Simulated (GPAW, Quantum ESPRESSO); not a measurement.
## Core-hole calculation of the Zn K edge in MnZn (Pm-3m)

Do two independent programs agree on the Zn K edge of MnZn (Pm-3m)? The same cell and functional are run with XSpectra and with GPAW.

Program: Quantum ESPRESSO 7.5. Level of theory: core-hole supercells, plane-wave PAW LDA (first program; GPAW 26.7.0 follows as the second). Results are calculated unless marked as measured.

## (1) The starting structure

Symmetry: Pm-3m, No. 221, cubic system. Conventional cell: a = 3.070 Å, b = 3.070 Å, c = 3.070 Å, α = 90.00°, β = 90.00°, γ = 90.00°. Nearest to Zn lie 8 Mn at 2.66 Å. Mn has 8 Zn at 2.66 Å nearest. Farther neighbours are not listed.

Structure file:

```cif
data_structure
_symmetry_space_group_name_H-M 'Pm-3m'
_symmetry_Int_Tables_number 221
_cell_length_a 3.0700
_cell_length_b 3.0700
_cell_length_c 3.0700
_cell_angle_alpha 90.000
_cell_angle_beta 90.000
_cell_angle_gamma 90.000
_cell_volume 28.93
loop_
_atom_site_label
_atom_site_type_symbol
_atom_site_symmetry_multiplicity
_atom_site_Wyckoff_symbol
_atom_site_fract_x
_atom_site_fract_y
_atom_site_fract_z
_atom_site_occupancy
Zn1 Zn 1 b 0.50000 0.50000 0.50000 1
Mn1 Mn 1 a 0.00000 0.00000 0.00000 1
```

## (2) Ground state of the crystal (Quantum ESPRESSO)

A plain self-consistent run shows whether there is a gap and which moments survive; both decide the set-up of the core-hole run.

The PAW data sets are made with ld1.x, with reconstruction data.

scf.in

```
&control
   calculation='scf', prefix='x', pseudo_dir='../pp', outdir='tmp', tprnfor=.true.
/
&system
   ibrav=0, nat=2, ntyp=2, nbnd=20
   ecutwfc=62, ecutrho=560
   occupations='smearing', smearing='mv', degauss=0.015
   nspin=2
   starting_magnetization(2)=0.40
/
&electrons
   conv_thr=2.0e-08, electron_maxstep=120
   mixing_beta=0.3, mixing_mode='local-TF'
/
ATOMIC_SPECIES
Zn3 1.0 Zn.lda-dn-kjpaw.UPF
Mn 1.0 Mn.lda-spn-kjpaw.UPF
CELL_PARAMETERS angstrom
  3.07000000 0.00000000 0.00000000
  0.00000000 3.07000000 0.00000000
  0.00000000 0.00000000 3.07000000
ATOMIC_POSITIONS crystal
Zn3  0.50000000 0.50000000 0.50000000
Mn   0.00000000 0.00000000 0.00000000
K_POINTS automatic
9 9 9 0 0 0
```

On the command line:

```
> OMP_NUM_THREADS=1 mpirun --oversubscribe --bind-to none -np 4 pw.x -nk 4 -in scf.in > scf.out
```

The program printed:

```text
     [... banner and references ...]
using ibrav=0 with symmetry is DISCOURAGED, use correct ibrav instead

     G-vector sticks info
     --------------------

     Using Slab Decomposition

     bravais-lattice index     =            0
     lattice parameter (alat)  =       5.8015  a.u.
     unit-cell volume          =     195.2593 (a.u.)^3
     number of atoms/cell      =            2
     number of atomic types    =            2
     number of electrons       =        27.00
     number of Kohn-Sham states=           20
     kinetic-energy cutoff     =      62.0000  Ry
     charge density cutoff     =     560.0000  Ry
     scf convergence threshold =      2.0E-08
     mixing beta               =       0.3000
     number of iterations used =            8  local-TF  mixing
     Exchange-correlation= SLA  PZ   NOGX NOGC
                           (   1   1   0   0   0   0   0)

     celldm(1)=   5.801459  celldm(2)=   0.000000  celldm(3)=   0.000000
     celldm(4)=   0.000000  celldm(5)=   0.000000  celldm(6)=   0.000000

     crystal axes: (cart. coord. in units of alat)
               a(1) = (   1.000000   0.000000   0.000000 )
               a(2) = (   0.000000   1.000000   0.000000 )
               a(3) = (   0.000000   0.000000   1.000000 )

     reciprocal axes: (cart. coord. in units 2 pi/alat)
               b(1) = (  1.000000  0.000000  0.000000 )
               b(2) = (  0.000000  1.000000  0.000000 )
               b(3) = (  0.000000  0.000000  1.000000 )

     PseudoPot. #1 for Zn:     Pseudo is Projector augmented-wave + core cor, Zval = 12.0

     PseudoPot. #2 for Mn:     Pseudo is Projector augmented-wave + core cor, Zval = 15.0

     atomic species   valence    mass     pseudopotential
     Zn3              12.00     1.00000     Zn( 1.00)
     Mn               15.00     1.00000     Mn( 1.00)

     Starting magnetic structure
     atomic species   magnetization
     Zn3             0.000
     Mn              0.400

     48 Sym. Ops., with inversion, found

   Cartesian axes

     site n.     atom                  positions (alat units)
         1        Zn3    tau(   1) = (   0.5000000   0.5000000   0.5000000  )
         2        Mn     tau(   2) = (   0.0000000   0.0000000   0.0000000  )

     number of k points=    35  Marzari-Vanderbilt smearing, width (Ry)=  0.0150
                       cart. coord. in units 2pi/alat
        k(    1) = (   0.0000000   0.0000000   0.0000000), wk =   0.0013717
        k(    2) = (   0.0000000   0.0000000   0.1111111), wk =   0.0082305
        k(    3) = (   0.0000000   0.0000000   0.2222222), wk =   0.0082305
        k(    4) = (   0.0000000   0.0000000   0.3333333), wk =   0.0082305
        k(    5) = (   0.0000000   0.0000000   0.4444444), wk =   0.0082305
[...]
k(   33) = (   0.3333333   0.3333333   0.4444444), wk =   0.0329218
        k(   34) = (   0.3333333   0.4444444   0.4444444), wk =   0.0329218
        k(   35) = (   0.4444444   0.4444444   0.4444444), wk =   0.0109739

     Dense  grid:    43723 G-vectors     FFT dimensions: (  45,  45,  45)

     Smooth grid:    12965 G-vectors     FFT dimensions: (  30,  30,  30)

     Generating pointlists ...
     new r_m :   0.3572 (alat units)  2.0725 (a.u.) for type    1
     new r_m :   0.3572 (alat units)  2.0725 (a.u.) for type    2

     Initial potential from superposition of free atoms

     starting charge      26.9969, renormalised to      27.0000
     Starting wfcs are   19 randomized atomic wfcs +    1 random wfcs
     Checking if some PAW data can be deallocated...

     per-process dynamical memory:    67.7 Mb

     Self-consistent Calculation

     iteration #  1     ecut=    62.00 Ry     beta= 0.30
     Davidson diagonalization with overlap
     ethr =  1.00E-02,  avg # of iterations =  3.5

     Threshold (ethr) on eigenvalues was too large:
[...]
estimated scf accuracy    <       0.00647084 Ry

     total magnetization       =     3.05 Bohr mag/cell
     absolute magnetization    =     3.31 Bohr mag/cell

     iteration #  5     ecut=    62.00 Ry     beta= 0.30
[...]
total energy              =    -520.54504787 Ry
     estimated scf accuracy    <       0.00222331 Ry

     total magnetization       =     3.03 Bohr mag/cell
     absolute magnetization    =     3.29 Bohr mag/cell

[...]
total energy              =    -520.54572381 Ry
[...]
iteration # 10     ecut=    62.00 Ry     beta= 0.30
     Davidson diagonalization with overlap
     ethr =  3.25E-09,  avg # of iterations =  3.2

     total energy              =    -520.54572426 Ry
     estimated scf accuracy    <       0.00000039 Ry

     total magnetization       =     2.90 Bohr mag/cell
     absolute magnetization    =     3.13 Bohr mag/cell

     iteration # 11     ecut=    62.00 Ry     beta= 0.30
     Davidson diagonalization with overlap
     ethr =  1.43E-09,  avg # of iterations =  1.7

     total energy              =    -520.54572436 Ry
     estimated scf accuracy    <       0.00000002 Ry

     total magnetization       =     2.90 Bohr mag/cell
     absolute magnetization    =     3.13 Bohr mag/cell

     iteration # 12     ecut=    62.00 Ry     beta= 0.30
     Davidson diagonalization with overlap
     ethr =  8.46E-11,  avg # of iterations =  3.0

     Magnetic moment per site  (integrated on atomic sphere of radius R)
     atom   1 (R=0.357)  charge= 10.7818  magn= -0.0482
     atom   2 (R=0.357)  charge= 13.4851  magn=  2.8881

     End of self-consistent calculation

 ------ SPIN UP ------------

          k = 0.0000 0.0000 0.0000 (  1575 PWs)   bands (ev):

   -67.0813 -36.1654 -36.1654 -36.1654   3.4343   5.2396   5.2396   5.7575
     5.7575   5.7575  10.2455  10.2455  11.5169  11.5169  11.5169  18.7281
    18.7281  18.7281  24.0840  24.0841

          k = 0.0000 0.0000 0.1111 (  1611 PWs)   bands (ev):

   -67.0810 -36.1709 -36.1652 -36.1652   3.6426   5.2610   5.2825   5.7432
     5.7432   5.7653  10.2401  10.2625  11.4035  11.4035  11.5099  17.2775
    19.0780  19.0780  24.1410  24.4977

          k = 0.0000 0.0000 0.2222 (  1611 PWs)   bands (ev):

   -67.0801 -36.1837 -36.1643 -36.1643   4.2399   5.3161   5.4144   5.7075
[...]
20.0485  20.0485  24.3141  24.7299

          k = 0.0000 0.0000 0.3333 (  1614 PWs)   bands (ev):

[...]
21.4833  21.4833  24.5921  25.1207

          k = 0.0000 0.0000 0.4444 (  1614 PWs)   bands (ev):

[...]
23.1970  23.1970  24.8731  25.6377

[...]
------ SPIN DOWN ----------

[...]
k = 0.3333 0.3333 0.4444 (  1604 PWs)   bands (ev):

[...]
17.2739  18.7739  20.4703  20.9457

          k = 0.3333 0.4444 0.4444 (  1606 PWs)   bands (ev):

[...]
6.0081   9.9116  10.9502  10.9941  13.7700  14.3446  15.3988  16.3140
    16.3313  18.1778  19.8501  21.6277

          k = 0.4444 0.4444 0.4444 (  1610 PWs)   bands (ev):

   -64.1434 -33.3581 -33.3581 -33.3581   5.3700   5.3873   5.3873   6.0106
     6.0106  10.4033  10.8163  10.8163  14.3763  14.3763  15.5589  16.5573
    17.6548  17.6548  19.8308  19.8308

     the Fermi energy is    12.5831 ev

!    total energy              =    -520.54572439 Ry
     total all-electron energy =     -5899.757755 Ry
     estimated scf accuracy    <          1.4E-09 Ry
     smearing contrib. (-TS)   =       0.00033749 Ry
     internal energy E=F+TS    =    -520.54606188 Ry

     The total energy is F=E-TS. E is the sum of the following terms:
     one-electron contribution =    -155.65646481 Ry
     hartree contribution      =     101.62461507 Ry
     xc contribution           =     -70.85721619 Ry
     ewald contribution        =    -230.22823612 Ry
     one-center paw contrib.   =    -165.42875983 Ry

     total magnetization       =     2.90 Bohr mag/cell
     absolute magnetization    =     3.13 Bohr mag/cell

     convergence has been achieved in  12 iterations

     Forces acting on atoms (cartesian axes, Ry/au):

     atom    1 type  1   force =     0.00000000    0.00000000    0.00000000
     atom    2 type  2   force =     0.00000000    0.00000000    0.00000000

     Total force =     0.000000     Total SCF correction =     0.000000

     XML data file, charge density, pseudopotentials, collected wavefunctions

=------------------------------------------------------------------------------=
   JOB DONE.
=------------------------------------------------------------------------------=
```

It took 13 s on 4 MPI ranks of Arm Neoverse V2, shared host; peak memory 0.12 GiB.

Absorbing atoms carry a label of their own (element plus a letter or digit), as the spectrum program needs them as separate species.

The mesh shows no gap, so the system is treated as a metal and the core electron is put at the Fermi level (neutral cell).

Site moments (μB): -0.05, 2.89.

## (3) Spectrum without a core hole, Zn atom 1 (Quantum ESPRESSO)

Without a hole the spectrum is the empty density of states of the right symmetry on the absorber, weighted by matrix elements. It needs only the small cell and serves as the baseline.

The absorber has 8 Mn at 2.66 Å and 6 Zn at 3.07 Å (cube and octahedron, as in bcc, site symmetry m-3m).

xspectra.in

```
&input_xspectra
   calculation='xanes_dipole', edge='K'
   prefix='x', outdir='tmp', xiabs=1, xe0=12.5831
   xonly_plot=.false., x_save_file='xanes.sav'
   xniter=3000, xcheck_conv=20, xerror=0.005
   xcoordcrys=.false., xepsilon(1)=1, xepsilon(2)=0, xepsilon(3)=0
/
&plot
   xnepoint=199, xemin=-10, xemax=45, terminator=.true., cut_occ_states=.true.
   xgamma=0.83
/
&pseudos
   filecore='../Zn.wfc'
/
&cut_occ
   cut_desmooth=0.1, cut_stepl=0.05, cut_stepu=0.05, cut_ierror=1e-5
/
8 8 8 0 0 0
```

On the command line:

```
> OMP_NUM_THREADS=1 mpirun --oversubscribe --bind-to none -np 4 xspectra.x -nk 4 -in xspectra.in > xspectra.out
```

The program printed:

```text
     [... banner and references ...]
Reading input_file

     calculation: xanes_dipole

     xepsilon  [cartesian coordinates]:   1.000000   0.000000   0.000000

     xonly_plot: FALSE
        => complete calculation: Lanczos + spectrum plot

     filecore (core-wavefunction file): ../Zn.wfc

     main plot parameters:
        cut_occ_states: TRUE
        gamma_mode:  constant
        -> using xgamma [eV]:  0.83
        xemin [eV]: -10.00
        xemax [eV]:  45.00
        xnepoint:  199
        xe0 [eV]:  12.583100 (energy zero read in input file)

[...]
Results of STEP 1 successfully written in x_save_file
     x_save_file name:
     ->  xanes.sav
     x_save_file version:  2

     ... End STEP 1 ...

     ... Begin STEP 2 ...

     The spectrum is calculated using the following parameters:
        xe0 [eV]:   12.5831
        the occupied states are elimintate from the spectrum
        xemin [eV]: -10.00
        xemax [eV]:  45.00
        xnepoint:  199
        constant broadening parameter [eV]:    0.830
        Core level energy [eV]:  -9659.
         (from electron binding energy of neutral atoms in X-ray data booklet)

     Cross-section successfully written in xanes.dat

     ... End STEP 2 ...

                                END JOB XSpectra
```

The job ended after 37 s (4 MPI ranks; peak memory 0.12 GiB).

The Zn K spectrum, Zn atom 1, no core hole (energy from the energy zero of the input (xe0, at the border of filled and empty states); intensity scaled to a mean of 1 over the first 20 eV; the points at xe0, where the cut of filled states can leave a spike, are interpolated):

```csv
E (eV),intensity
-2.0,0.08
-1.0,0.13
0.0,0.26
1.0,0.37
2.0,0.40
3.0,0.46
4.0,0.55
5.0,0.72
6.0,0.92
7.0,1.09
8.0,1.24
9.0,1.30
10.0,1.27
11.0,1.22
12.0,1.22
13.0,1.05
14.0,1.15
15.0,1.59
16.0,1.32
17.0,1.01
18.0,1.12
19.0,1.23
20.0,1.05
21.0,0.96
22.0,1.01
23.0,1.21
24.0,1.27
25.0,1.25
26.0,1.19
27.0,1.17
28.0,1.32
29.0,1.61
30.0,1.47
31.0,1.54
32.0,1.46
```

Main maxima below 30 eV (height): 9.4 eV (1.30), 11.7 eV (1.25), 15.3 eV (1.62), 19.2 eV (1.24), 23.6 eV (1.28) and 29.2 eV (1.63). A K edge sees empty p states on the absorber.

## (4) Supercell without a hole, the energy reference (Quantum ESPRESSO)

The photon energy needs a difference of total energies, so the cell and mesh of the coming hole run are first run without a hole.

scf.in

```
&control
   calculation='scf', prefix='x', pseudo_dir='../pp', outdir='tmp', tprnfor=.true.
/
&system
   ibrav=0, nat=16, ntyp=2, nbnd=149
   ecutwfc=62, ecutrho=560
   occupations='smearing', smearing='mv', degauss=0.015
   nspin=2
   starting_magnetization(2)=0.40
/
&electrons
   conv_thr=1.6e-07, electron_maxstep=120
   mixing_beta=0.3, mixing_mode='local-TF'
/
ATOMIC_SPECIES
Zn 1.0 Zn.lda-dn-kjpaw.UPF
Mn 1.0 Mn.lda-spn-kjpaw.UPF
CELL_PARAMETERS angstrom
  6.14000000 0.00000000 0.00000000
  0.00000000 6.14000000 0.00000000
  0.00000000 0.00000000 6.14000000
ATOMIC_POSITIONS crystal
Zn   0.25000000 0.25000000 0.25000000
Zn   0.25000000 0.25000000 0.75000000
Zn   0.25000000 0.75000000 0.25000000
Zn   0.75000000 0.25000000 0.25000000
Zn   0.25000000 0.75000000 0.75000000
Zn   0.75000000 0.25000000 0.75000000
Zn   0.75000000 0.75000000 0.25000000
Zn   0.75000000 0.75000000 0.75000000
Mn   0.00000000 0.00000000 0.00000000
Mn   0.00000000 0.00000000 0.50000000
Mn   0.00000000 0.50000000 0.00000000
Mn   0.50000000 0.00000000 0.00000000
Mn   0.00000000 0.50000000 0.50000000
Mn   0.50000000 0.00000000 0.50000000
Mn   0.50000000 0.50000000 0.00000000
Mn   0.50000000 0.50000000 0.50000000
K_POINTS automatic
4 4 4 0 0 0
```

On the command line:

```
> OMP_NUM_THREADS=1 mpirun --oversubscribe --bind-to none -np 4 pw.x -nk 4 -in scf.in > scf.out
```

The program printed:

```text
     [... banner and references ...]
[banner, memory and clock lines left out]
Found identity + (  0.0000  0.0000 -0.5000) symmetry
     This is a supercell, fractional translations are disabled
     using ibrav=0 with symmetry is DISCOURAGED, use correct ibrav instead

     G-vector sticks info

     bravais-lattice index     =            0
     lattice parameter (alat)  =      11.6029  a.u.
[...]
atom    3 type  1   force =     0.00000604   -0.00000604    0.00000604
[...]
atom   15 type  2   force =     0.00000000    0.00000000    0.00000000
     atom   16 type  2   force =     0.00000000    0.00000000    0.00000000

     Total force =     0.000030     Total SCF correction =     0.000063
     SCF correction compared to forces is large: reduce conv_thr to get better values

     XML data file, charge density, pseudopotentials, collected wavefunctions
[key lines of the parts left out:]
!    total energy              =   -4164.36630554 Ry
total magnetization       =    23.62 Bohr mag/cell
the Fermi energy is    12.5346 ev
convergence has been achieved in  14 iterations
```

Elapsed: 7.2 min, on 4 MPI ranks; peak memory 0.76 GiB; 29 min of CPU time.

Reference energy: -642162.355 eV with the cores included.

## (5) The atom with a core hole (Quantum ESPRESSO)

The final state has one core electron fewer, so a PAW data set is made for an atom with that hole.

Zn.lda-dn-kjpaw-1sch.ld1.in

```
&input
   title='Zn', zed=30., rel=1, iswitch=3, dft='PZ',
   config='1s1 2s2 2p6 3s2 3p6 4s2 4p1 3d10'
/
&inputp
   file_pseudopw='Zn.lda-dn-kjpaw-1sch.UPF', author='',
   lpaw=.true.,
   pseudotype=3,
   lloc=-1,
   rcloc=1.9,
   which_augfun='PSQ',
   rmatch_augfun_nc=.true.,
   nlcc=.true.,
   new_core_ps=.true.,
   rcore=1.0,
   tm=.true.,
   zval=13,
   lgipaw_reconstruction=.true., use_paw_as_gipaw=.true.
/
6
4S  1  0  2.00  0.00  1.08  2.20  0.0
4S  1  0  0.00  6.10  1.08  2.20  0.0
4P  2  1  1.00  0.00  1.08  2.20  0.0
4P  2  1  0.00  6.30  1.08  2.20  0.0
3D  3  2  10.00  0.00  1.08  1.70  0.0
3D  3  2  0.00  -0.80  1.08  1.70  0.0
```

On the command line:

```
> ld1.x < Zn.lda-dn-kjpaw-1sch.ld1.in > Zn.lda-dn-kjpaw-1sch.ld1.out
```

The program printed:

```text
     [... banner and references ...]
PAW data will be used for GIPAW calculation
     --------------------------- All-electron run ----------------------------

     Zn
     scalar relativistic calculation

     atomic number is 30.00
     dft =PZ   lsd =0 sic =0 latt =0  beta=0.20 tr2=1.0E-14
     Exchange-correlation= PZ
                           (   1   1   0   0   0   0   0)
     mesh =1201 r(mesh) =  99.36527 a.u. xmin = -7.00 dx = 0.01250
     1 Ry =  13.60569312 eV, c = 137.03599908

     n l     nl                  e(Ry)          e(Ha)          e(eV)
     1 0     1S 1( 1.00)      -724.4881      -362.2441     -9857.1634
     2 0     2S 1( 2.00)       -90.5901       -45.2951     -1232.5411
     2 1     2P 1( 6.00)       -80.4858       -40.2429     -1095.0655
[...]
3 2     3D 1(10.00)        -1.4557        -0.7278       -19.8057

     final scf error:  3.6E-15 reached in  34 iterations

     Etot =   -2875.264432 Ry,   -1437.632216 Ha,  -39119.965514 eV

     Ekin =    2912.134958 Ry,    1456.067479 Ha,   39621.614571 eV
     Encl =   -7111.306219 Ry,   -3555.653109 Ha,  -96754.250118 eV
     Eh   =    1445.471467 Ry,     722.735733 Ha,   19666.641192 eV
     Exc  =    -121.564638 Ry,     -60.782319 Ha,   -1653.971159 eV

     normalization and overlap integrals

     s(1S/1S) =  1.000000  <r> =   0.0499  <r2> =    0.0033  r(max) =   0.0329
     s(1S/2S) = -0.004471
     s(1S/3S) = -0.001674
     s(1S/4S) = -0.000442
     s(2S/2S) =  1.000000  <r> =   0.2212  <r2> =    0.0577  r(max) =   0.1848
[...]
s(2P/2P) =  1.000000  <r> =   0.1915  <r2> =    0.0449  r(max) =   0.1475
     s(2P/3P) = -0.000807
     s(2P/4P) = -0.000144
     s(3S/3S) =  1.000000  <r> =   0.6615  <r2> =    0.5057  r(max) =   0.5691
[...]
Encl =   -7111.306219 Ry,   -3555.653109 Ha,  -96754.250118 eV
     Eh   =    1445.471467 Ry,     722.735733 Ha,   19666.641192 eV
     Exc  =    -121.564638 Ry,     -60.782319 Ha,   -1653.971159 eV

     normalization and overlap integrals

[...]
s(2S/4S) = -0.000256
     s(2P/2P) =  1.000000  <r> =   0.1915  <r2> =    0.0449  r(max) =   0.1475
     s(2P/3P) = -0.000807
     s(2P/4P) = -0.000144
     s(3S/3S) =  1.000000  <r> =   0.6615  <r2> =    0.5057  r(max) =   0.5691
     s(3S/4S) = -0.000151
     s(3P/3P) =  1.000000  <r> =   0.6816  <r2> =    0.5485  r(max) =   0.5691
     s(3P/4P) = -0.000090
     s(4S/4S) =  1.000000  <r> =   2.3618  <r2> =    6.4948  r(max) =   1.9132
     s(4P/4P) =  1.000000  <r> =   3.3628  <r2> =   13.6339  r(max) =   2.5189
     s(3D/3D) =  1.000000  <r> =   0.8075  <r2> =    0.8559  r(max) =   0.5280

     ------------------------ End of All-electron run ------------------------

     ---------------------- Testing the pseudopotential ----------------------

     Zn
     scalar relativistic calculation

     atomic number is 30.00   valence charge is 13.00
     dft = SLA  PZ   NOGX NOGC   lsd =0 sic =0 latt =0  beta=0.20 tr2=1.0E-14
     mesh =1201 r(mesh) =  99.36527 xmin = -7.00 dx = 0.01250

     n l     nl             e AE (Ry)        e PS (Ry)    De AE-PS (Ry)
     1 0     4S   1( 2.00)       -0.65924       -0.65924        0.00000
     2 1     4P   1( 1.00)       -0.20414       -0.20414        0.00000
     3 2     3D   1(10.00)       -1.45569       -1.45569        0.00000

     eps = 9.0E-17  iter =  4

     Etot =   -2875.264432 Ry,   -1437.632216 Ha,  -39119.965514 eV
     Etotps =  -248.890816 Ry,    -124.445408 Ha,   -3386.332069 eV

     Ekin =     270.848520 Ry,     135.424260 Ha,    3685.081853 eV
     Encl =    -544.084081 Ry,    -272.042041 Ha,   -7402.641042 eV
     Ehrt =     145.909377 Ry,      72.954688 Ha,    1985.198201 eV
     Ecxc =    -121.564632 Ry,     -60.782316 Ha,   -1653.971080 eV
     (Ecc =     -19.128193 Ry,      -9.564097 Ha,    -260.252324 eV)

     ---------------------- End of pseudopotential test ----------------------
```

Wall time 0.74 s (1 MPI rank); peak memory 0.12 GiB.

Removing the core electron and adding it to the valence shell costs the free atom 9675.6 eV.

(Part 1 of 4 ends here.)

[Banner, clock and machine lines of the logs are left out without a mark of their own.]

[Logs are printed without paths, hosts, clocks, repeated set-up lines and the standing remarks that a program may print on its own settings, such as how far it seeks lower states.]

[Hosts, paths, dates, database ids (printed as entryN), source tags and the programs' standing remarks are cut or masked in the printed files.]

[Lists of maxima count a maximum above −3 eV only where it reaches 4 % of the highest in the window and stands out from its surroundings by 2 % of it (1.5 % where it reaches 55 %); shoulders and weaker maxima are passed over, and of the rest the first, up to two pre-edge ones and the few strongest are named.]
